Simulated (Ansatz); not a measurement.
# BaZnPF (P4/nmm): least direct gap against volume

The cell of BaZnPF (P4/nmm) is scaled evenly and the response computed anew at each volume, on one mesh. The atoms keep their fractional positions.

The structure is tetragonal, space group P4/nmm (No. 129). Conventional cell: a = 4.156 Å, b = 4.156 Å, c = 9.457 Å, α = 90.00°, β = 90.00°, γ = 90.00°. Ba on site c is surrounded by 4 F at 2.62 Å. Around Zn on site a lie 4 P at 2.51 Å. Around P on site c lie 4 Zn at 2.51 Å. F on site b has 4 Ba at 2.62 Å and 4 F at 2.94 Å as nearest neighbours.

Method: Ansatz 0.2.0, PBEsol, independent particles, k-mesh 6×6×4 with interpolation inside its cells, Gaussian parameter 0.1 eV.

Launch of the response step: `ansatz run input.yaml --threads 4 --pin off --max-ram 8192MiB --backend cpu --events-out ev --progress --plain --runs-dir out`. The series took 7.5 min in all, on 4 threads of Intel(R) Xeon(R) Processor @ 2.70GHz (shared host).

| V/V₀ | V (Å³, primitive cell) | least direct gap (eV) |
| --- | --- | --- |
| 0.94 | 153.58 | 0.3370 |
| 0.96 | 156.84 | 0.3479 |
| 0.98 | 160.11 | 0.3559 |
| 1.00 | 163.38 | 0.3613 |
| 1.02 | 166.65 | 0.3643 |
| 1.04 | 169.91 | 0.3649 |
| 1.06 | 173.18 | ? |

For small changes the quantity should be close to linear in ln V.

Working, on the rows shown:

| x = ln(V/V₀) | y = least direct gap |
| --- | --- |
| -0.0618754 | 0.337 |
| -0.040822 | 0.3479 |
| -0.0202027 | 0.3559 |
| 0 | 0.3613 |
| 0.0198026 | 0.3643 |
| 0.0392207 | 0.3649 |

Means: x̄ = -0.010646, ȳ = 0.35522. Σ(x − x̄)(y − ȳ) = 0.001972, Σ(x − x̄)² = 0.007154. Slope = 0.001972 / 0.007154 = 0.2756; intercept = ȳ − slope · x̄ = 0.35815. The line misses the rows shown by up to 0.0041 eV, in a bent pattern, so a parabola y = c₀ + c₁x + c₂x² is fitted. The sums Σx = -0.063876765, Σx² = 0.0078335586, Σx³ = -0.00024506967, Σx⁴ = 2.0121541e-05, Σy = 2.1313, Σxy = -0.020718391 and Σx²y = 0.0027194105 in the three normal equations give c₀ = 0.36133, c₁ = 0.2081, c₂ = -2.987; the parabola misses the rows by at most 4.1e-05 eV.

What does the fit predict for the withheld row, and how well does it do?

At x = 0.058269 the parabola gives y = 0.36332 eV. The run gave 0.3636 eV, so the extrapolation is off by 0.00028 eV, 1.0 % of the range in the table.

Between the rows on either side of x = 0 the slope is (0.3643 − 0.3559) / (0.019803 − (-0.020203)) = 0.21. That is a volume deformation potential of 0.2 eV: the least direct gap on this mesh narrows by 2 meV for each per cent of compression. PBEsol gaps are as a rule too small. Spin-orbit coupling is left out.
